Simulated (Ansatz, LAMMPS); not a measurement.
## Glassy 76SiO2-9BaO-7SrO-4Li2O-4ZrO2 (mol %) (128 atoms): a reference run and its variants

Density of this cell: 3.07 g/cm³. The cell holds 128 atoms: 34 Si, 4 Ba, 3 Sr, 4 Li, 2 Zr and 81 O. Cell: a = 12.093 Å, b = 12.093 Å, c = 12.093 Å, α = 90.0°, β = 90.0°, γ = 90.0°. 128 atoms (34 Si, 4 Ba, 3 Sr, 4 Li, 2 Zr, 81 O) placed at random at 2.87 g/cm³, melted at 4000 K for 10 ps at fixed volume with the Morse and Coulomb pair potential with partial charges (Pedone, Malavasi, Menziani, Cormack and Segre, J. Phys. Chem. B 110, 11780 (2006)). Quenched from 4000 K to 300 K at 100 K/ps and fixed volume, held 10 ps at zero pressure, then minimised at fixed cell.

Geometry: as built.

Reference run: Kohn-Sham DFT, PBE, PAW (set soft_2), plane waves (Ansatz 0.2.0), cutoff 420 eV, Γ point, fermi-dirac smearing of 0.05 eV.

* r.m.s. force component: 0.9904 eV/Å
* pressure: 4.986 GPa
* gap (highest filled to lowest empty level): 3.269 eV
* SCF cycles: 9
* time: 26 s on 8 threads of Arm Neoverse V1, shared host

**Question.** The same geometry is run again with each of these changes. How far do the results move, and how long does each run take?
- support functions low
- support functions medium
- support functions medium, radius 3.55 Å
- support functions medium, radius 3.81 Å
- scf.mixing.preconditioner = "kerker"

Each row is set against the plane-wave reference (Kohn-Sham DFT, PBE, PAW (set soft_2), plane waves; r.m.s. force component 0.990 eV/Å). Energies are set beside the reference only for runs with its functional, potentials and electron count. Times are for 8 threads of Arm Neoverse V1, shared host. The reference's time includes the DOS, the stress and grids, which some other runs skip.

| run | Δ force, r.m.s. (meV/Å) | share of r.m.s. force (%) | Δ energy (meV/atom) | Δ pressure (GPa) | Δ gap (eV) | cycles | time | host memory (GiB) |
| --- | --- | --- | --- | --- | --- | --- | --- | --- |
| reference | - | - | - | - | - | 9 | 26 s | 2.8 |
| support functions low | 1.05 | 0.106 | -4.84 | - | -7.0e-4 | 13 | 1.7 min | 5.4 |
| support functions medium | 0.839 | 0.0847 | -4.84 | - | -5.0e-4 | 15 | 1.9 min | 5.5 |
| support functions medium, radius 3.55 Å | 0.818 | 0.0825 | -4.85 | - | -0.001 | 14 | 1.8 min | 5.3 |
| support functions medium, radius 3.81 Å | 0.822 | 0.083 | -4.84 | - | -3.0e-4 | 14 | 2.1 min | 5.7 |
| scf.mixing.preconditioner = "kerker" | 0.038 | 0.0038 | 0 | 0 | -1.0e-4 | 21 | 34 s | 2.7 |

Among numerical settings the force difference runs from 0.038 meV/Å (scf.mixing.preconditioner = "kerker") to 1.0 meV/Å (support functions low). At 128 atoms the fastest of the runs at a preset level, support functions low, takes roughly 4.0 times the time of plane waves (whose run also made extra analyses), in 13 SCF cycles against 9. Differences between support functions and plane waves include what basis error the plane-wave run still has. 

[Hosts, paths, dates, database ids (printed as entryN), source tags and the programs' standing remarks are cut or masked in the printed files.]
